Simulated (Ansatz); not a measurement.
**What LiSc3 (built on the sites of a database entry of LiAl3) distorts into**

Which phase does LiSc3 (built on the sites of a database entry of LiAl3) fall into along its unstable mode, and how much energy does it gain?

Program: Ansatz 0.2.0. Level of theory: DFT PBEsol, scalar-relativistic, plane waves, PAW. Results are calculated unless marked as measured.

Report form: the programs' logs are mostly left out.

The structure was built from a prototype and need not be the compound's stable phase.

## 1. The starting structure

Symmetry: Pm-3m, No. 221, cubic system. The conventional cell has a = 4.476 Å, b = 4.476 Å, c = 4.476 Å, α = 90.00°, β = 90.00°, γ = 90.00°. Nearest to Li lie 12 Sc at 3.16 Å. Nearest to Sc lie 4 Li at 3.16 Å and 8 Sc at 3.16 Å. Farther neighbours are not listed.

## 2. Phonons on a q mesh

The cell comes from relaxations at this level that are not shown. Stability and thermal properties need the whole zone. Linear response on a 4×4×4 q mesh gives force constants as far as a supercell of that size would.

input.yaml reads:

```yaml
crystal:
  lattice:
    - [4.4755295906, 0.0, 0.0]
    - [0.0, 4.4755295906, 0.0]
    - [0.0, 0.0, 4.4755295906]
  atoms:
    - { symbol: Li, position: [0.0, 0.0, 0.0] }
    - { symbol: Sc, position: [0.5, 0.5, 0.0] }
    - { symbol: Sc, position: [0.5, 0.0, 0.5] }
    - { symbol: Sc, position: [0.0, 0.5, 0.5] }
kpoints:
  mp_grid: { grid: [12, 12, 12] }
hamiltonian:
  xc: pbesol
scf:
  occupations: { method: methfessel_paxton, width: 0.2 }
output:
  eigenvalues: true
phonons:
  method: dfpt
  qmesh: [4, 4, 4]
  temperatures: { t_max: 1000, t_step: 50 }
  qpath:
    path:
      - [[0.0, 0.0, 0.0], [0.0, 0.5, 0.0], [0.5, 0.5, 0.0], [0.0, 0.0, 0.0], [0.5, 0.5, 0.5], [0.0, 0.5, 0.0]]
      - [[0.5, 0.5, 0.5], [0.5, 0.5, 0.0]]
    npoints: 10
```

Command:

```bash
ansatz run input.yaml --threads 4 --pin off --max-ram 14336MiB --backend cpu --events-out ev --progress --plain --runs-dir out
```

It took 28 min on 4 threads of Arm Neoverse V2, shared host; peak memory 8.5 GiB.

Numbers from this step:

| Item | Value |
| --- | --- |
| volume per atom | 22.41 Å³ |
| gap on the k-mesh | 0 eV |
| sum-rule residual before enforcement | 2.15e-5 eV/Å² |
| lowest frequency on the path | -127.3 cm⁻¹ |
| point group | m-3m |
| highest frequency on the path or at a solved wavevector | 320.2 cm⁻¹ |
| highest optical mode at the zone centre (no LO-TO term) | 320.2 cm⁻¹ |
| lowest optical zone-centre mode | 133.4 cm⁻¹ |
| lowest mode on the q mesh (acoustic modes at Γ apart) | -127.3 cm⁻¹ |

Frequencies (cm⁻¹) solved at each irreducible wavevector; negative means imaginary. Frequencies by wavevector, by row:

| q in reciprocal lattice units | star | mode 1 | mode 2 | mode 3 | mode 4 | mode 10 | mode 11 | mode 12 |
| --- | --- | --- | --- | --- | --- | --- | --- | --- |
| 0 0 0 | 1 | 0 | 0 | 0 | 133.4 | 320.2 | 320.2 | 320.2 |
| 0 0 0.25 | 6 | 49.6 | 49.6 | 64.9 | 114.2 | 318.3 | 318.3 | 319.5 |
| 0 0 -0.5 | 3 | 87.8 | 87.8 | 102.8 | 106 | 317.7 | 317.7 | 317.9 |
| 0 0.25 0.25 | 12 | -29.5 | 67 | 80.3 | 104.1 | 314.5 | 316.4 | 317.3 |
| 0 0.25 -0.5 | 12 | -36.9 | 71.3 | 90.7 | 100.7 | 312.4 | 313.7 | 314.6 |
| 0 -0.5 -0.5 | 3 | -61.1 | 93.4 | 93.4 | 101.2 | 309.8 | 310.8 | 310.8 |
| 0.25 0.25 0.25 | 8 | -35.5 | -35.5 | -19.5 | 122.3 | 309.9 | 309.9 | 312.5 |
| 0.25 0.25 -0.5 | 12 | -75.4 | -48.2 | -41.6 | 101.7 | 305.4 | 307.7 | 308.8 |
| 0.25 -0.5 -0.5 | 6 | -99.1 | -85.5 | -85.5 | 101 | 301.9 | 302 | 302 |
| -0.5 -0.5 -0.5 | 1 | -127.3 | -127.3 | -127.3 | 100.2 | 294.1 | 294.1 | 294.1 |

Interpolated from a 4×4×4 q mesh. The phonon branches at the labelled points (cm⁻¹):

| point | branch 1 | branch 2 | branch 3 | branch 4 | branch 9 | branch 10 | branch 11 | branch 12 |
| --- | --- | --- | --- | --- | --- | --- | --- | --- |
| Γ | 0 | 0 | 0 | 133 | 236 | 320 | 320 | 320 |
| halfway | 50 | 50 | 65 | 114 | 215 | 318 | 318 | 320 |
| X | 88 | 88 | 103 | 106 | 192 | 318 | 318 | 318 |
| halfway | -37 | 71 | 91 | 101 | 198 | 312 | 314 | 315 |
| M | -61 | 93 | 93 | 101 | 207 | 310 | 311 | 311 |
| halfway | -30 | 67 | 80 | 104 | 214 | 314 | 316 | 317 |
| Γ | 0 | 0 | 0 | 133 | 236 | 320 | 320 | 320 |
| halfway | -36 | -36 | -20 | 122 | 224 | 310 | 310 | 312 |
| R | -127 | -127 | -127 | 100 | 250 | 294 | 294 | 294 |
| halfway | -75 | -48 | -42 | 102 | 219 | 305 | 308 | 309 |
| X | 88 | 88 | 103 | 106 | 192 | 318 | 318 | 318 |
| jump to R | -127 | -127 | -127 | 100 | 250 | 294 | 294 | 294 |
| halfway | -99 | -86 | -86 | 101 | 231 | 302 | 302 | 302 |
| M | -61 | 93 | 93 | 101 | 207 | 310 | 311 | 311 |

Symmetry leaves 10 wavevectors to solve. The lowest mode among them, the acoustic zeros apart, lies at q = (-0.5, -0.5, -0.5) and is imaginary, 127.3i cm⁻¹, so the energy falls along it.

## 3. The mode frozen in, largest atomic shift 0 Å

The mode followed lies at q = (-0.5, -0.5, -0.5) with frequency 127.3i cm⁻¹ and is 3-fold degenerate, the softest among the wavevectors solved. At small amplitude the distorted cell has space group no. 74 by a symmetry search on the positions. The undistorted cell that holds it gives the zero of energy on the same k mesh.

System of this step: LiSc3 (built on the sites of a database entry of LiAl3). Symmetry: Pm-3m, No. 221, cubic system. Conventional cell: a = 4.476 Å, b = 4.476 Å, c = 4.476 Å, α = 90.00°, β = 90.00°, γ = 90.00°. Nearest to Li lie 12 Sc at 3.16 Å. Nearest to Sc lie 8 Sc at 3.16 Å and 4 Li at 3.16 Å. Farther neighbours are not listed.

input.yaml reads:

```yaml
crystal:
  lattice:
    - [4.4755295906, 4.4755295906, 0.0]
    - [4.4755295906, 0.0, 4.4755295906]
    - [4.4755295906, 0.0, -4.4755295906]
  atoms:
    - { symbol: Li, position: [0.0, 0.5, 0.5] }
    - { symbol: Li, position: [0.0, 0.0, 0.0] }
    - { symbol: Sc, position: [0.5, 0.5, 0.5] }
    - { symbol: Sc, position: [0.5, 0.0, 0.0] }
    - { symbol: Sc, position: [0.0, 0.5, 0.0] }
    - { symbol: Sc, position: [0.0, 0.0, 0.5] }
    - { symbol: Sc, position: [0.5, 0.5, 0.0] }
    - { symbol: Sc, position: [0.5, 0.0, 0.5] }
kpoints:
  mp_grid: { grid: [8, 8, 8] }
hamiltonian:
  xc: pbesol
scf:
  occupations: { method: methfessel_paxton, width: 0.2 }
output:
  forces: true
  stress: true
  eigenvalues: true
```

The job ended after 3 s (4 threads; peak memory 0.64 GiB).

This step gave:

* pressure: -0.001330 GPa
* energy from the undistorted cell: 0 meV/atom

The run ends at a pressure of 0.00 GPa.

## 4. The mode frozen in, largest atomic shift 0.6 Å

The atoms are moved along the unstable eigenvector, the largest shift by 0.6 Å, with the cell fixed.

input.yaml, the sections that differ from step 3:

```yaml
crystal:
  lattice:
    - [4.4755295906, 4.4755295906, 0.0]
    - [4.4755295906, 0.0, 4.4755295906]
    - [4.4755295906, 0.0, -4.4755295906]
  atoms:
    - { symbol: Li, position: [0.0, 0.5, 0.5] }
    - { symbol: Li, position: [0.0, 0.0, 0.0] }
    - { symbol: Sc, position: [0.5947963945, 0.4052036055, 0.4052036055] }
    - { symbol: Sc, position: [0.4052036055, 0.0947963945, 0.0947963945] }
    - { symbol: Sc, position: [0.0, 0.5473981973, -0.0473981973] }
    - { symbol: Sc, position: [0.0, -0.0473981973, 0.5473981973] }
    - { symbol: Sc, position: [0.5, 0.5473981973, -0.0473981973] }
    - { symbol: Sc, position: [0.5, -0.0473981973, 0.5473981973] }
# kpoints, hamiltonian, scf, output: as in step 3
```

The job ended after 9.3 s (4 threads; peak memory 0.88 GiB).

This step gave:

- pressure: -1.511 GPa
- energy from the undistorted cell: -81.67 meV/atom

The energy, extrapolated to zero smearing, is -81.67 meV/atom against the undistorted cell.

The run ends at a pressure of -1.51 GPa, with forces up to 0.20 eV/Å.

## 5. Energy along the mode, all amplitudes (two of the runs are shown above)

An imaginary frequency means negative curvature, so the energy should fall and then rise again as anharmonic terms take over.

This step gave:

```
depth at the lowest point sampled  : 81.67 meV/atom
largest atomic shift at that point : 0.6 Å
```

The energy from the parent by largest atomic shift:

| largest atomic shift (Å) | energy from the parent (meV/atom) |
| --- | --- |
| 0.000 | 0 |
| 0.040 | -1.14 |
| 0.080 | -4.44 |
| 0.140 | -12.7 |
| 0.220 | -27.9 |
| 0.320 | -49.4 |
| 0.450 | -73.7 |
| 0.600 | -81.7 |

Displacement at unit largest shift by atom:

| atom | x (Å) | y (Å) | z (Å) | size |
| --- | --- | --- | --- | --- |
| Li1 | 0.000 | 0.000 | 0.000 | 0.000 |
| Li2 | 0.000 | 0.000 | 0.000 | 0.000 |
| Sc3 | -0.707 | 0.707 | 0.000 | 1.000 |
| Sc4 | 0.707 | -0.707 | 0.000 | 1.000 |
| Sc5 | 0.000 | 0.000 | 0.707 | 0.707 |
| Sc6 | 0.000 | 0.000 | -0.707 | 0.707 |
| Sc7 | 0.000 | 0.000 | 0.707 | 0.707 |
| Sc8 | 0.000 | 0.000 | -0.707 | 0.707 |

The lowest of the steps tried is the last one, at 0.6 Å, 81.7 meV/atom below the parent; the bottom of the well need not coincide with a step.

## 6. Relaxing from the distorted cell

Starting from the lowest point found, all atoms and the cell are let go, so that strain and other modes of the same symmetry can join in.

Edit input.yaml of step 4 so:

```diff
@@ -24 +24,6 @@
   eigenvalues: true
+relax:
+  adjacent_minimum: "off"
+  f_tol: 0.002
+  max_steps: 120
+  cell: { stress_tol: 0.03 }
```

Run time: 78 s. Hardware: 4 threads; peak memory 0.94 GiB; 5.2 min of CPU time.

Step by step:

| step | energy less that of the first step (eV) | largest force component (eV/Å) | pressure (GPa) | volume (Å³) |
| --- | --- | --- | --- | --- |
| 1 | 0.0000 | 0.1392 | -1.51 | 179.29 |
| 2 | -0.0462 | 0.0908 | 1.55 | 168.92 |
| 3 | -0.0783 | 0.0170 | 0.17 | 173.40 |
| 4 | -0.0807 | 0.0106 | 0.00 | 174.13 |
| 5 | -0.0810 | 0.0268 | -0.06 | 174.53 |
| 6 | -0.0815 | 0.0041 | 0.01 | 174.21 |
| 7 | -0.0815 | 0.0009 | 0.00 | 174.26 |
| 8* | -0.0812 | 0.0009 | 0.00 | 174.26 |

Relaxation steps marked * repeat the geometry before them on a plane-wave basis chosen anew for their cell, so energy and pressure can jump there.

Forces are held to the 8 operations that the run works with; a distortion that breaks them can't arise in this run.

| conventional cell, symmetrised | before | after | change |
| --- | --- | --- | --- |
| a (Å) | 6.329 | 6.418 | +1.4 % |
| b (Å) | 8.951 | 8.505 | -5.0 % |
| c (Å) | 6.329 | 6.386 | +0.9 % |
| volume (Å³/atom) | 22.41 | 21.78 | -2.8 % |

The atoms that moved most (Å, as changes of fractional coordinates times the final cell):

| atom | dx | dy | dz | length |
| --- | --- | --- | --- | --- |
| Sc3 | 0.041 | -0.041 | 0.000 | 0.058 |
| Sc4 | -0.041 | 0.041 | 0.000 | 0.058 |
| Li2 | 0.021 | -0.021 | 0.000 | 0.030 |
| Li1 | -0.021 | 0.021 | 0.000 | 0.030 |
| Sc6 | 0.000 | 0.000 | -0.012 | 0.012 |
| Sc5 | 0.000 | 0.000 | 0.012 | 0.012 |
| Sc7 | 0.000 | 0.000 | 0.012 | 0.012 |
| Sc8 | 0.000 | 0.000 | -0.012 | 0.012 |

Final coordinates:

```cif
data_structure
_symmetry_space_group_name_H-M 'P 1'
_symmetry_Int_Tables_number 1
_cell_length_a 6.4176
_cell_length_b 6.2107
_cell_length_c 6.2107
_cell_angle_alpha 86.420
_cell_angle_beta 58.891
_cell_angle_gamma 58.891
_cell_volume 174.26
loop_
_atom_site_label
_atom_site_type_symbol
_atom_site_fract_x
_atom_site_fract_y
_atom_site_fract_z
_atom_site_occupancy
Li1 Li 0.00471 0.49529 0.49529 1
Li2 Li 0.99529 0.00471 0.00471 1
Sc3 Sc 0.58573 0.41427 0.41427 1
Sc4 Sc 0.41427 0.08573 0.08573 1
Sc5 Sc 0.00000 0.54879 0.95121 1
Sc6 Sc 0.00000 0.95121 0.54879 1
Sc7 Sc 0.50000 0.54879 0.95121 1
Sc8 Sc 0.50000 0.95121 0.54879 1
```

Numbers from this step:

```
pressure        : -0.001133 GPa
volume per atom : 21.78 Å³
```

The distorted start has space group Imma; the relaxation ends in Imma.

## 7. The new phase in its own primitive cell

The relaxed structure is symmetrised, reduced to its primitive cell and relaxed tightly, as its phonons need.

input.yaml reads:

```yaml
crystal:
  lattice:
    - [-3.2088246668, 4.2522865831, 3.1928357271]
    - [3.2088246668, -4.2522865831, 3.1928357271]
    - [3.2088246668, 4.2522865831, -3.1928357271]
  atoms:
    - { symbol: Li, position: [0.2452898593, 0.9952898593, 0.25] }
    - { symbol: Li, position: [0.7547101407, 0.0047101407, 0.75] }
    - { symbol: Sc, position: [0.1642718224, 0.4142718224, 0.75] }
    - { symbol: Sc, position: [0.8357281776, 0.5857281776, 0.25] }
    - { symbol: Sc, position: [0.7012083015, 0.0, 0.2012083015] }
    - { symbol: Sc, position: [0.2987916985, 0.0, 0.7987916985] }
    - { symbol: Sc, position: [0.7012083015, 0.5, 0.7012083015] }
    - { symbol: Sc, position: [0.2987916985, 0.5, 0.2987916985] }
kpoints:
  mp_grid: { grid: [8, 8, 8] }
hamiltonian:
  xc: pbesol
scf:
  occupations: { method: methfessel_paxton, width: 0.2 }
output:
  forces: true
  stress: true
  eigenvalues: true
relax:
  adjacent_minimum: "off"
  f_tol: 0.001
  max_steps: 60
  cell: { stress_tol: 0.01 }
```

The job ended after 36 s (4 threads; peak memory 0.93 GiB).

Little changed from the start: no atom moved by 0.005 Å and no cell edge by 0.1 %.

This step gave:

| Quantity | Value |
| --- | --- |
| pressure | -2.81e-4 GPa |

The largest force component left is 0.11 meV/Å and the pressure is 0.000 GPa, within the tolerances set. The cell now holds 21.78 Å³/atom.

## 8. Modes of the new phase, k-mesh 8×8×8

A relaxed structure may still be a saddle point, so its zone-centre modes are computed. No field response is asked, since the mesh shows no gap.

input.yaml reads:

```yaml
crystal:
  lattice:
    - [-3.2088367878, 4.2522935382, 3.1927441867]
    - [3.2088367878, -4.2522935382, 3.1927441867]
    - [3.2088367878, 4.2522935382, -3.1927441867]
  atoms:
    - { symbol: Li, position: [0.2452481722, 0.9952481722, 0.25] }
    - { symbol: Li, position: [0.7547518278, 0.0047518278, 0.75] }
    - { symbol: Sc, position: [0.1642725741, 0.4142725741, 0.75] }
    - { symbol: Sc, position: [0.8357274259, 0.5857274259, 0.25] }
    - { symbol: Sc, position: [0.7012095074, 0.0, 0.2012095074] }
    - { symbol: Sc, position: [0.2987904926, 0.0, 0.7987904926] }
    - { symbol: Sc, position: [0.7012095074, 0.5, 0.7012095074] }
    - { symbol: Sc, position: [0.2987904926, 0.5, 0.2987904926] }
kpoints:
  mp_grid: { grid: [8, 8, 8] }
hamiltonian:
  xc: pbesol
scf:
  occupations: { method: methfessel_paxton, width: 0.2 }
output:
  eigenvalues: true
phonons:
  method: dfpt
```

Wall time 11 min (4 threads); peak memory 7.3 GiB.

Numbers from this step:

```yaml
sum_rule_residual_before_enforcement: 4.71e-5 eV/Å²
point_group: mmm
highest_optical_mode_at_the_zone_centre_no_lo_to_term: 430.3 cm⁻¹
lowest_optical_zone_centre_mode: -16.24 cm⁻¹
```

Patterns of degenerate modes are one choice out of their space. Modes at Γ, with each element's share of the kinetic energy (negative means imaginary):

| mode | frequency (cm⁻¹) | symmetry | Li % | Sc % |
| --- | --- | --- | --- | --- |
| 1 | -16.2 | B2g | 0 | 100 |
| 2 | 0.0 | acoustic | 5 | 95 |
| 3 | 0.0 | acoustic | 5 | 95 |
| 4 | 0.0 | acoustic | 5 | 95 |
| 5 | 41.2 | B1g | 0 | 100 |
| 6 | 126.4 | B3g | 2 | 98 |
| 7 | 128.9 | B1g | 0 | 100 |
| 8 | 140.4 | Ag | 0 | 100 |
| 9 | 143.5 | Au | 0 | 100 |
| 10 | 144.6 | B3u | 2 | 98 |
| 11 | 152.4 | B3g | 17 | 83 |
| 12 | 187.3 | B2g | 6 | 94 |
| 13 | 189.1 | B1u | 0 | 100 |
| 14 | 197.6 | Ag | 6 | 94 |
| 15 | 223.2 | B3u | 0 | 100 |
| 16 | 230.5 | B2u | 2 | 98 |
| 17 | 233.7 | B1u | 4 | 96 |
| 18 | 247.5 | B3g | 1 | 99 |
| 19 | 328.4 | B3g | 80 | 20 |
| 20 | 329.1 | B2u | 93 | 7 |
| 21 | 345.6 | B2g | 94 | 6 |
| 22 | 348.1 | B3u | 93 | 7 |
| 23 | 421.9 | Ag | 93 | 7 |
| 24 | 430.3 | B1u | 91 | 9 |

Displacements in mode 1 (-16.2 cm⁻¹), the largest set to 1:
```
Li1  0.15  0.00  0.00
Li2 -0.15  0.00  0.00
Sc3 -1.00  0.00  0.00
Sc4  1.00  0.00  0.00
Sc5  0.00 -0.65  0.00
Sc6  0.00  0.65  0.00
Sc7  0.00  0.65  0.00
Sc8  0.00 -0.65  0.00
```

Displacements in mode 24 (430.3 cm⁻¹), the largest set to 1:
```
Li1  0.00  0.00  1.00
Li2  0.00  0.00  1.00
Sc3  0.00  0.00 -0.09
Sc4  0.00  0.00 -0.09
Sc5  0.05  0.00 -0.03
Sc6  0.05  0.00 -0.03
Sc7 -0.05  0.00 -0.03
Sc8 -0.05  0.00 -0.03
```

Before it was imposed, the acoustic sum rule was missed by 4.7e-5 eV/Å². Small misses are needed for a sound result but don't prove that mesh and cutoff are converged. The lowest optical mode is imaginary, 16.2i cm⁻¹, so the energy falls along it.

## 9. What came out

```json
{"unstable mode of the parent": "q = (-0.5, -0.5, -0.5), 127i cm⁻¹", "depth at the lowest point sampled": "81.7 meV/atom", "largest atomic shift at that point": "0.6 Å", "space group reached (within 0.01 Å)": "Imma", "energy gained over the parent (first relaxation, on the mesh of the frozen mode)": "91.4 meV/atom", "volume per atom, phase reached": "21.8 Å³", "lowest optical zone-centre mode, phase reached": "-16.2 cm⁻¹", "highest optical mode at the zone centre (no LO-TO term), phase reached": "430 cm⁻¹"}
```

What this shows: Along this mode the structure falls into Imma, 91.4 meV/atom below the parent. At the parent's cell the well is 81.67 meV/atom deep on the steps tried, with its lowest point at a shift of 0.6 Å. That is the last step tried, so the steps alone don't bracket the bottom of the well. Relaxing atoms and cell changes the gain by +9.72 meV/atom against the lowest step (energies at zero smearing). The new phase still has an imaginary mode at the zone centre of its cell, so it is a saddle point on the way to a lower structure. Of the 4 patterns followed to their end from this parent, this one ends 18.0 meV/atom above the lowest, I4/mcm. Each path keeps the symmetry of its pattern, so a lower phase may lie along a pattern not tried. With no gap, or one that is small against the smearing, the frequencies hang on the k mesh and the smearing, most of all near Kohn anomalies. The starting cell was built on a prototype and not taken from a measurement, so the phase need not exist.

[Logs are printed without paths, hosts, clocks, repeated set-up lines and the standing remarks that a program may print on its own settings, such as how far it seeks lower states.]

[Hosts, paths, dates, database ids (printed as entryN), source tags and the programs' standing remarks are cut or masked in the printed files.]
